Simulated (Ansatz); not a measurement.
**InGe2 (built on the sites of a database entry of ScSi2): phonons and vibrational spectra**

How does InGe2 (built on the sites of a database entry of ScSi2) vibrate, and is this structure a minimum?

Program: Ansatz 0.2.0. Level of theory: DFT PBE, scalar-relativistic, plane waves, norm-conserving pseudopotentials. Results are calculated unless marked as measured.

The structure was built from a prototype and need not be the compound's stable phase.

## (1) The starting structure

The structure is hexagonal, space group P6/mmm (No. 191). Conventional cell: a = 3.478 Å, b = 3.478 Å, c = 3.678 Å, α = 90.00°, β = 90.00°, γ = 120.00°. Nearest to In lie 12 Ge at 2.72 Å. Nearest to Ge lie 3 Ge at 2.01 Å and 6 In at 2.72 Å. Farther neighbours are not listed.

Structure file:

```cif
data_structure
_symmetry_space_group_name_H-M 'P 1'
_symmetry_Int_Tables_number 1
_cell_length_a 3.4784
_cell_length_b 3.4784
_cell_length_c 3.6780
_cell_angle_alpha 90.000
_cell_angle_beta 90.000
_cell_angle_gamma 120.000
_cell_volume 38.54
loop_
_atom_site_label
_atom_site_type_symbol
_atom_site_fract_x
_atom_site_fract_y
_atom_site_fract_z
_atom_site_occupancy
In1 In 0.00000 0.00000 0.00000 1
Ge2 Ge 0.33333 0.66667 0.50000 1
Ge3 Ge 0.66667 0.33333 0.50000 1
```

## (2) Coarse relaxation

A rough relaxation comes first, because large forces or stress need no tight tolerances yet.

Input file input.yaml:

```yaml
crystal:
  lattice:
    - [3.47837, 0.0, 0.0]
    - [-1.73919, 3.01236, 0.0]
    - [0.0, 0.0, 3.67795]
  atoms:
    - { symbol: In, position: [0.0, 0.0, 0.0] }
    - { symbol: Ge, position: [0.3333333333, 0.6666666667, 0.5] }
    - { symbol: Ge, position: [0.6666666667, 0.3333333333, 0.5] }
kpoints:
  mp_grid: { grid: [6, 6, 6] }
hamiltonian:
  xc: pbe
  pseudopotentials: { kind: nc }
scf:
  occupations: { method: gaussian, width: 0.1 }
output:
  forces: true
  stress: true
  eigenvalues: true
relax:
  adjacent_minimum: "off"
  f_tol: 0.05
  max_steps: 80
  cell: { stress_tol: 0.5 }
```

The run is started by

```
> ansatz run input.yaml --threads 8 --pin off --max-ram 14336MiB --backend cpu --events-out ev --progress --plain --runs-dir out
```

Numbers of over 12 decimals in the logs are rounded to 6 here.

The log of the run:

```text
The last accepted step is kept in <dir> (removed where the run ends without a failure and the disk answers)
Engine: ansatz 0.2.0, aarch64-unknown-linux-gnu
Pseudopotentials: kind: nc
Pseudopotential: In, nc, valence charge 13, recommended cutoff 952.398519 eV (normal), In.nc.azcp
Pseudopotential: Ge, nc, valence charge 14, recommended cutoff 1061.244064 eV (normal), Ge.nc.azcp
Functional definition: PBE
[...]
F+E_penalty+E_count = -6667.97443522 eV   max|allowed force component| = 3.701e-17 eV/Å   (the final SCF, on the basis selected at the relaxed cell)
  cell:  # Å, volume = 73.9856 Å³
    - [4.427731, 3.6746383058738177e-6, 0.0]
    - [-2.213869, 3.834526, 0.0]
    - [0.0, 0.0, 4.357665]
  atoms:
    - { symbol: In, position: [0, 0, 0.0] }
    - { symbol: Ge, position: [0.333333, 0.666667, 0.500000] }
    - { symbol: Ge, position: [0.666667, 0.333333, 0.500000] }
[key lines of the parts left out:]
SCF converged after 4 iterations
Free energy (F): -6667.974435 eV
Fermi energy:    9.485122 eV
P = ⅓ Tr σ = 0.2007 GPa (2.007 kbar)
```

Run time: 12 s. Hardware: 8 threads of Arm Neoverse V2, shared host; peak memory 0.67 GiB; 86 s of CPU time.

Step by step:

```csv
step,energy less that of the first step (eV),largest force component (eV/Å),pressure (GPa),volume (Å³)
1,0.0000,0.0000,140.44,38.54
2,-3.6324,0.0000,84.43,43.53
3,-5.8635,0.0000,44.42,48.86
4,-6.8232,0.0000,5.51,54.66
5,-6.8366,0.0000,-1.05,55.63
6,-6.8372,0.0000,0.03,55.50
7*,-7.5846,0.0000,25.42,55.50
8,-8.0796,0.0000,16.49,59.16
9,-8.5489,0.0000,5.41,65.90
10,-8.6067,0.0000,-0.78,69.74
11,-8.6081,0.0000,0.06,69.22
12*,-8.6941,0.0000,3.37,69.22
13,-8.7274,0.0000,1.64,71.44
14,-8.7399,0.0000,0.10,73.99
15*,-8.7423,0.0000,0.20,73.99
```

Relaxation steps marked * repeat the geometry before them on a plane-wave basis chosen anew for their cell, so energy and pressure can jump there.

The run keeps the 24 symmetry operations that it works with, so distortions that break them were not tested.

```csv
cell as run,before,after,change
a (Å),3.478,4.428,+27.3 %
b (Å),3.478,4.428,+27.3 %
c (Å),3.678,4.358,+18.5 %
volume (Å³/atom),12.85,24.66,+92.0 %
```

The relaxed structure:

```xyz
3
Lattice="4.4277 0.0000 0.0000 -2.2139 3.8345 0.0000 0.0000 0.0000 4.3577" Properties=species:S:1:pos:R:3 pbc="T T T"
In    0.0000    0.0000    0.0000
Ge    0.0000    2.5564    2.1788
Ge    2.2139    1.2782    2.1788
```

This step gave:

| Item | Value |
| --- | --- |
| pressure | 0.2007 GPa |
| volume per atom | 24.66 Å³ |
| gap on the k-mesh | 0 eV |

In this step the volume went from 12.85 to 24.66 Å³/atom.

## (3) Relaxation

The cell and atoms are relaxed, since residual forces and stress would shift the frequencies.

Input file input.yaml:

```yaml
crystal:
  lattice:
    - [4.427731015, 3.6746e-06, 0.0]
    - [-2.2138686898, 3.8345257028, 0.0]
    - [0.0, 0.0, 4.3576651572]
  atoms:
    - { symbol: In, position: [0.0, 0.0, 0.0] }
    - { symbol: Ge, position: [0.3333333333, 0.6666666667, 0.5] }
    - { symbol: Ge, position: [0.6666666667, 0.3333333333, 0.5] }
kpoints:
  mp_grid: { grid: [12, 12, 10] }
hamiltonian:
  xc: pbe
  pseudopotentials: { kind: nc }
scf:
  occupations: { method: gaussian, width: 0.1 }
output:
  forces: true
  stress: true
  eigenvalues: true
  write_density: true
  write_potential: true
  elf: true
  volumetric_format: npy
relax:
  adjacent_minimum: "off"
  f_tol: 0.005
  max_steps: 80
  cell: { stress_tol: 0.05 }
```

The log of the run:

```text
[...]
Crystal: 3 atoms, lattice volume = 73.986 Å³
Basis set: ecut = 1061.244064 eV, 5825 PW (Γ), exchange–correlation on 96×96×96 points (8 copies of the dense FFT grid, shifted against one another)
Bands: 25, of which v1, the nominal top of the filled ones, is band 21 counted from 1 (20 counted from 0)
Symmetry: 24 space group operations
[...]
k-points: 114 of 1440
[...]
SCF iter   1: F=—  HF=-6668.066476 eV  |F-HF|=—  |Δ(HF+E_count)|=         —  Δρ=1.95e-2  dr2=2.27e-1  ethr=3.10e-3  ⟨swp⟩=6.0  Hψ=12142  notcnv=0
[...]
SCF iter   8: F=-6667.991212 eV  HF=-6667.991212 eV  |F-HF|=6.36e-9  |Δ(HF+E_count)|=   1.37e-8  Δρ=4.46e-6  dr2=2.76e-8  ethr=2.44e-10  ⟨swp⟩=16.5  Hψ=26580  notcnv=0
SCF 1 converged in 8 iterations: F = -6667.991212 eV  dr2 = 2.76e-8
relax step   1: F+E_penalty+E_count = -6667.99121223 eV  Δ(F+E_penalty+E_count) = +0.000e0 eV  max|allowed force component| = 2.220e-16 eV/Å  Δτ_max = 0.0000 Å  P = +0.211 GPa  Ω = 73.986 Å³  (8 SCF iters, dr2 threshold 1.00e-7 eV, accepted)
Crystal: 3 atoms, lattice volume = 73.967 Å³
Basis set: ecut = 1061.244064 eV, 5885 PW (Γ), exchange–correlation on 96×96×96 points (8 copies of the dense FFT grid, shifted against one another)
[...]
SCF iter   4: F=-6667.994866 eV  HF=-6667.994866 eV  |F-HF|=2.78e-8  |Δ(HF+E_count)|=   1.28e-7  Δρ=1.17e-5  dr2=8.84e-8  ethr=7.32e-10  ⟨swp⟩=15.6  Hψ=26812  notcnv=0
SCF 2 converged in 4 iterations: F = -6667.994866 eV  dr2 = 8.84e-8
relax step   2: F+E_penalty+E_count = -6667.99486629 eV  Δ(F+E_penalty+E_count) = -3.654e-3 eV  max|allowed force component| = 3.423e-16 eV/Å  Δτ_max = 0.0000 Å  P = -0.030 GPa  Ω = 73.967 Å³  energy of the carried Pulay correction = -1.602e-6 eV  (4 SCF iters, dr2 threshold 3.00e-7 eV, accepted)
Crystal: 3 atoms, lattice volume = 72.787 Å³
Basis set: ecut = 1061.244064 eV, 5741 PW (Γ), exchange–correlation on 96×96×96 points (8 copies of the dense FFT grid, shifted against one another)
[...]
SCF iter   5: F=-6667.997515 eV  HF=-6667.997515 eV  |F-HF|=6.88e-9  |Δ(HF+E_count)|=   1.64e-7  Δρ=6.51e-6  dr2=2.65e-8  ethr=7.32e-10  ⟨swp⟩=11.1  Hψ=21593  notcnv=0
SCF 3 converged in 5 iterations: F = -6667.997515 eV  dr2 = 2.65e-8
relax step   3: F+E_penalty+E_count = -6667.99751484 eV  Δ(F+E_penalty+E_count) = -2.649e-3 eV  max|allowed force component| = 1.295e-16 eV/Å  Δτ_max = 0.0000 Å  P = +0.106 GPa  Ω = 72.787 Å³  energy of the carried Pulay correction = +1.609e-4 eV  (5 SCF iters, dr2 threshold 3.00e-7 eV, accepted)
[...]
relax step   4: F+E_penalty+E_count = -6667.99755291 eV  Δ(F+E_penalty+E_count) = -3.807e-5 eV  max|allowed force component| = 3.362e-16 eV/Å  Δτ_max = 0.0000 Å  P = -0.028 GPa  Ω = 73.075 Å³  energy of the carried Pulay correction = +1.193e-4 eV  (4 SCF iters, dr2 threshold 2.99e-8 eV, accepted)
Basis set: ecut = 1061.244064 eV, 5765 PW (Γ), exchange–correlation on 96×96×90 points (8 copies of the dense FFT grid, shifted against one another)
[...]
SCF iter   5: F=-6667.997620 eV  HF=-6667.997620 eV  |F-HF|=1.82e-12  |Δ(HF+E_count)|=  5.46e-12  Δρ=1.08e-7  dr2=5.77e-12  ethr=1.00e-12  ⟨swp⟩=7.5  Hψ=13147  notcnv=0
SCF 5 converged in 5 iterations: F = -6667.997620 eV  dr2 = 5.77e-12
relax step   5: F+E_penalty+E_count = -6667.99761987 eV  Δ(F+E_penalty+E_count) = -6.696e-5 eV  max|allowed force component| = 3.362e-16 eV/Å  Δτ_max = 0.0000 Å  P = -0.024 GPa  Ω = 73.075 Å³  stress off target by 2.61e-2 GPa  SCF on the basis re-selected at this cell (its energy is not comparable with the rows above)  (5 SCF iters)
[...]
SCF converged after 5 iterations
Free energy (F): -6667.997620 eV
[...]
Internal energy: -6667.992420 eV  (E = F + TS)
E sigma→0 (E₀):  -6667.995020 eV
Entropy (-TS):   -0.005199 eV (-1.733 meV/atom)
Fermi energy:    9.607675 eV
[...]
--- Stress (GPa, compression-positive) ---
       -0.026124      -0.000000      -0.000000
        0.000000      -0.026124      -0.000000
       -0.000000      -0.000000      -0.018369
  P = ⅓ Tr σ = -0.0235 GPa (-0.235 kbar)
--- Band table (eV; the first three rows and the last of 114) ---
  k-point 0: bands = [... 17 lower, 6.6833, 7.4507, 7.7359, 7.7359, 9.9752, 9.9752, 13.5415, 14.3198]
  k-point 1: bands = [... 17 lower, 6.1583, 7.7570, 7.7570, 8.3200, 10.0699, 10.0699, 13.7898, 14.0487]
  k-point 2: bands = [... 17 lower, 6.2508, 7.8138, 7.8138, 9.3782, 10.3505, 10.3505, 13.4413, 14.4030]
  k-point 113: bands = [... 17 lower, 4.8569, 5.6069, 6.9603, 6.9603, 12.8073, 12.8073, 13.0664, 15.8083]
--- Relaxed structure (4 steps of the walk, 4 accepted, 1 SCFs on fresh bases) ---
[...]
cell:  # Å, volume = 73.0753 Å³
    - [4.472993, 3.7121645947706872e-6, 0]
    - [-2.236499, 3.873723, 0]
    - [0, 0, 4.217387]
  atoms:
    - { symbol: In, position: [0, 0, 0] }
    - { symbol: Ge, position: [0.333333, 0.666667, 0.5] }
    - { symbol: Ge, position: [0.666667, 0.333333, 0.5] }
```

Run time: 23 s. Hardware: 8 threads; peak memory 0.99 GiB.

The steps of the relaxation:

```csv
step,energy less that of the first step (eV),largest force component (eV/Å),pressure (GPa),volume (Å³)
1,0.0000,0.0000,0.21,73.99
2,-0.0037,0.0000,-0.03,73.97
3,-0.0063,0.0000,0.11,72.79
4,-0.0063,0.0000,-0.03,73.08
5*,-0.0064,0.0000,-0.02,73.08
```

Relaxation steps marked * repeat the geometry before them on a plane-wave basis chosen anew for their cell, so energy and pressure can jump there.

The run keeps the 24 symmetry operations that it works with, so distortions that break them were not tested.

```csv
"conventional cell, symmetrised",before,after,change
a (Å),4.428,4.473,+1.0 %
b (Å),4.428,4.473,+1.0 %
c (Å),4.358,4.217,-3.2 %
volume (Å³/atom),24.66,24.36,-1.2 %
```

Final coordinates:

```
In Ge
1.0
     4.47299    0.00000    0.00000
    -2.23650    3.87372    0.00000
     0.00000    0.00000    4.21739
In Ge
1 2
Direct
  0.00000 0.00000 0.00000
  0.33333 0.66667 0.50000
  0.66667 0.33333 0.50000
```

Numbers from this step:

| Item | Value |
| --- | --- |
| pressure | -0.02354 GPa |
| volume per atom | 24.36 Å³ |

Valence density in the ab plane at fractional z = 0.500, with atoms of Ge within 0.2 Å of it. It is the smooth field of the valence electrons, not physical close to the nuclei.

Ten even steps from '0' (0 e/Å³) to '9' (11 e/Å³), each cell a mean:
```
00000000000000
00000000000000
00002651000000
00038792000000
00184561000000
00199810000000
00133100012100
00000000169500
00000001857600
00000003948200
00000003983000
00000001110000
00000000000000
00000000000000
```
Columns run along a (4.5 Å), rows up along b (4.5 Å). Atoms in or near the plane, at fractional coordinates: Ge at (0.33, 0.67), Ge at (0.67, 0.33).

ELF in the ab plane at fractional z = 0.500, with atoms of Ge within 0.2 Å of it. It is the smooth field of the valence electrons, not physical close to the nuclei.

Ten even steps from '0' (0.07) to '9' (0.59), each cell a mean:
```
00136888863000
01355323652000
13543662453100
46444163563323
76250053776556
96363537975468
96254379733238
97434797356628
76667873501638
44445744304356
11124635654453
00014642324531
00014676666310
00014799974100
```
Columns run along a (4.5 Å), rows up along b (4.5 Å). Atoms in or near the plane, at fractional coordinates: Ge at (0.33, 0.67), Ge at (0.67, 0.33).

Electrostatic potential energy in the ab plane at fractional z = 0.500, with atoms of Ge within 0.2 Å of it. With pseudopotentials it is smooth inside the atoms' cores, unlike the true potential.

Values in eV, 14 rows by 14 columns, each cell a mean:
```
 12  12  12  11   8   5   3   3   6   9  11  12  12  12
 12  12  11   7   0 -10 -14  -6   3   8  11  12  12  12
 12  11   7  -4 -28 -52 -47 -22   1   8  11  12  12  12
 11   8  -2 -37 -79 -96 -70 -25   2   9  11  11  11  11
  9   4 -16 -69 -96 -96 -56 -13   5   9   9   8   8   9
  7  -1 -27 -72 -87 -65 -22   1   7   5   2   1   3   6
  6   0 -18 -39 -37 -16   1   5   1 -13 -25 -22  -6   3
  6   3  -3  -7  -3   3   6   1 -22 -56 -70 -47 -14   3
  8   8   6   6   8   8   3 -16 -65 -96 -96 -52 -10   5
 10  10  10  10  10   8  -3 -37 -87 -96 -79 -28   0   8
 12  12  12  12  10   6  -7 -39 -72 -69 -37  -4   7  11
 12  12  12  12  10   6  -3 -18 -27 -16  -2   7  11  12
 12  12  12  12  10   8   3   0  -1   4   8  11  12  12
 12  12  12  12  10   8   6   6   7   9  11  12  12  12
```
Columns run along a (4.5 Å; values clipped at the 3rd and 97th percentile), rows up along b (4.5 Å). Atoms in or near the plane, at fractional coordinates: Ge at (0.33, 0.67), Ge at (0.67, 0.33).

In this step the volume went from 24.66 to 24.36 Å³/atom.

## (4) Relaxing to small forces for the phonons

Phonons need a cell at rest on their own settings, so the relaxation is repeated with tight tolerances on forces and stress on the k mesh and occupations of the first response run.

Input file input.yaml:

```yaml
crystal:
  lattice:
    - [4.4729925515, 3.7122e-06, 0.0]
    - [-2.2364994906, 3.8737233245, 0.0]
    - [0.0, 0.0, 4.2173874881]
  atoms:
    - { symbol: In, position: [0.0, 0.0, 0.0] }
    - { symbol: Ge, position: [0.3333333333, 0.6666666667, 0.5] }
    - { symbol: Ge, position: [0.6666666667, 0.3333333333, 0.5] }
kpoints:
  mp_grid: { grid: [12, 12, 12] }
hamiltonian:
  xc: pbe
  pseudopotentials: { kind: nc }
scf:
  occupations: { method: methfessel_paxton, width: 0.2 }
output:
  forces: true
  stress: true
  eigenvalues: true
relax:
  adjacent_minimum: "off"
  f_tol: 0.001
  max_steps: 60
  cell: { stress_tol: 0.01 }
```

The log of the run:

```text
[...]
Crystal: 3 atoms, lattice volume = 73.075 Å³
Basis set: ecut = 1061.244064 eV, 5765 PW (Γ), exchange–correlation on 96×96×90 points (8 copies of the dense FFT grid, shifted against one another)
Bands: 25, of which v1, the nominal top of the filled ones, is band 21 counted from 1 (20 counted from 0)
Symmetry: 24 space group operations
[...]
k-points: 133 of 1728
[...]
--- Relaxed structure (5 steps of the walk, 5 accepted, 1 SCFs on fresh bases) ---
[...]
cell:  # Å, volume = 72.6791 Å³
    - [4.481310, 3.719097191790359e-6, 0]
    - [-2.240658, 3.880926, 5.197250224002199e-19]
    - [0, 5.6583333994876785e-19, 4.178966]
  atoms:
    - { symbol: In, position: [0, 0, 0] }
    - { symbol: Ge, position: [0.333333, 0.666667, 0.500000] }
    - { symbol: Ge, position: [0.666667, 0.333333, 0.500000] }
[key lines of the parts left out:]
SCF converged after 5 iterations
Free energy (F): -6667.993522 eV
Fermi energy:    9.671791 eV
P = ⅓ Tr σ = -0.0019 GPa (-0.019 kbar)
```

Run time: 26 s. Hardware: 8 threads; peak memory 1 GiB.

Relaxation path:

```csv
step,energy less that of the first step (eV),largest force component (eV/Å),pressure (GPa),volume (Å³)
1,0.0000,0.0000,-0.04,73.08
2,-0.0001,0.0000,-0.02,72.97
3,-0.0003,0.0000,-0.07,72.74
4,-0.0003,0.0000,0.03,72.62
5,-0.0003,0.0000,0.00,72.68
6*,-0.0003,0.0000,0.00,72.68
```

Relaxation steps marked * repeat the geometry before them on a plane-wave basis chosen anew for their cell, so energy and pressure can jump there.

Forces are held to the 24 operations that the run works with; a distortion that breaks them can't arise in this run.

```csv
"conventional cell, symmetrised",before,after,change
a (Å),4.473,4.481,+0.2 %
b (Å),4.473,4.481,+0.2 %
c (Å),4.217,4.179,-0.9 %
volume (Å³/atom),24.36,24.23,-0.5 %
```

The relaxed structure:

```xyz
3
Lattice="4.4813 0.0000 0.0000 -2.2407 3.8809 0.0000 0.0000 0.0000 4.1790" Properties=species:S:1:pos:R:3 pbc="T T T"
In    0.0000    0.0000    0.0000
Ge    0.0000    2.5873    2.0895
Ge    2.2407    1.2936    2.0895
```

This step gave:

```
pressure        : -0.001937 GPa
volume per atom : 24.23 Å³
```

The forces vanish by symmetry and the pressure is -0.002 GPa, within the tolerances set. The cell now holds 24.23 Å³/atom.

## (5) Zone-centre response

The zone centre comes first: it holds the modes that light can see, as far as symmetry allows. No field response is asked, since the mesh shows no gap.

input.yaml, the sections that differ from step 4:

```yaml
crystal:
  lattice:
    - [4.4813099044, 3.7191e-06, 0.0]
    - [-2.240658173, 3.8809263599, 0.0]
    - [0.0, 0.0, 4.1789659809]
  atoms:
    - { symbol: In, position: [0.0, 0.0, 0.0] }
    - { symbol: Ge, position: [0.3333333333, 0.6666666667, 0.5] }
    - { symbol: Ge, position: [0.6666666667, 0.3333333333, 0.5] }
output:
  eigenvalues: true
phonons:
  method: dfpt
# kpoints, hamiltonian, scf: as in step 4
# relax: removed
```

The log of the run:

```text
[...]
Crystal: 3 atoms, lattice volume = 72.679 Å³
Basis set: ecut = 1061.244064 eV, 5705 PW (Γ), exchange–correlation on 96×96×90 points (8 copies of the dense FFT grid, shifted against one another)
Bands: 25, of which v1, the nominal top of the filled ones, is band 21 counted from 1 (20 counted from 0)
Symmetry: 24 space group operations
k-points: 476 of 1728 (irreducible under 2 space group operations, time reversal used)
[...]
SCF iter   1: F=—  HF=-6668.067566 eV  |F-HF|=—  |Δ(HF+E_count)|=         —  Δρ=1.90e-2  dr2=2.16e-1  ethr=3.10e-3  ⟨swp⟩=5.8  Hψ=48714  notcnv=0
[...]
SCF iter  11: F=-6667.993522 eV  HF=-6667.993522 eV  |F-HF|=2.73e-12  |Δ(HF+E_count)|=  2.00e-11  S|Δr|=    0.00e0  Δρ=7.76e-8  dr2=3.22e-12  ethr=1.00e-12  ⟨swp⟩=11.5  Hψ=82459  notcnv=0
SCF 1 converged in 11 iterations: F = -6667.993522 eV  dr2 = 3.22e-12
DFPT response loops at Γ: preconditioner auto → Kerker (q_TF=auto, 2.480 Å⁻¹) (partly filled bands, converged f_vac=0.000); β = 1.00, the filter's whole step (`scf.mixing.beta` (0.50) is not read by the response loops under this deck's `scf.mixing.preconditioner`; to damp them name `kerker` or `kerker_dos`, under which they read `scf.mixing.beta`, and type it under 1.00, their step now; both keys bind the ground state too); Broyden in place of MSR1
SCF converged after 11 iterations
[...]
Free energy (F): -6667.993522 eV
[...]
Internal energy: -6667.993154 eV  (E = F + TS)
E sigma→0 (E₀):  -6667.993430 eV
Entropy (-TS):   -0.000368 eV (-0.123 meV/atom)
Fermi energy:    9.671791 eV
[...]
--- Band table (eV; the first three rows and the last of 476) ---
  k-point 0: bands = [... 17 lower, 6.8160, 7.6038, 7.7911, 7.7911, 9.9846, 9.9846, 13.5931, 14.4166]
  k-point 1: bands = [... 17 lower, 6.1673, 7.8068, 7.8068, 8.2798, 10.0518, 10.0518, 13.7801, 14.2142]
  k-point 2: bands = [... 17 lower, 6.2378, 7.8508, 7.8508, 9.1610, 10.2519, 10.2519, 13.7261, 14.2970]
  k-point 475: bands = [... 17 lower, 4.8720, 5.4338, 7.3440, 8.0985, 11.4973, 11.6615, 14.5997, 15.7353]
--- Phonons (Γ-DFPT): 4 representative perturbations + reference, on 476 of 1728 k-points (Σ response iterations 14) ---
  k mesh reduced under 2 symmetry operations, with k and −k counted as one. Each operation leaves every solved perturbation unchanged. A smaller set is not used because it would not reduce the number of displacements times k-points to solve
  ASR residual: 2.030e-4 → 0.000e0 eV/Å²; symmetrization residual: 4.036e-4 eV/Å²
  ASR residual per site (eV/Å²): 2.03e-4 1.37e-4 1.37e-4
  Γ frequencies (cm⁻¹): -49.64 0.00 0.00 0.00 50.18 50.18 93.98 204.36 204.36
  non-analytic LO–TO correction: not included (Born effective charges unavailable; polar crystals: no LO–TO splitting at Γ)
```

It took 2.5 min on 8 threads; peak memory 8.1 GiB.

Numbers from this step:

| Property | Result |
| --- | --- |
| sum-rule residual before enforcement | 2.03e-4 eV/Å² |
| point group | 6/mmm |
| highest optical mode at the zone centre (no LO-TO term) | 204.4 cm⁻¹ |
| lowest optical zone-centre mode | -49.64 cm⁻¹ |

Patterns of degenerate modes are one choice out of their space. The modes at Γ (shares of kinetic energy by element, %) (negative means imaginary):

```csv
mode,frequency (cm⁻¹),symmetry,In %,Ge %
1,-49.6,B1g,0,100
2,0.0,acoustic,44,56
3,0.0,acoustic,44,56
4,0.0,acoustic,44,56
5,50.2,E1u,56,44
6,50.2,E1u,56,44
7,94.0,A2u,56,44
8,204.4,E2g,0,100
9,204.4,E2g,0,100
```

Displacements in mode 1 (-49.6 cm⁻¹), the largest set to 1:
```
In1  0.00  0.00  0.00
Ge2  0.00  0.00  1.00
Ge3  0.00  0.00 -1.00
```

Displacements in mode 9 (204.4 cm⁻¹), the largest set to 1:
```
In1  0.00  0.00  0.00
Ge2  1.00 -0.08  0.00
Ge3 -1.00  0.08  0.00
```

Before it was imposed, the acoustic sum rule was missed by 2.0e-4 eV/Å². Small misses are needed for a sound result but don't prove that mesh and cutoff are converged. The lowest optical mode is imaginary, 49.6i cm⁻¹, so the energy falls along it.

[end of part 1 of 2]

[Logs are printed without paths, hosts, clocks, repeated set-up lines and the standing remarks that a program may print on its own settings, such as how far it seeks lower states.]

[Hosts, paths, dates, database ids (printed as entryN), source tags and the programs' standing remarks are cut or masked in the printed files.]
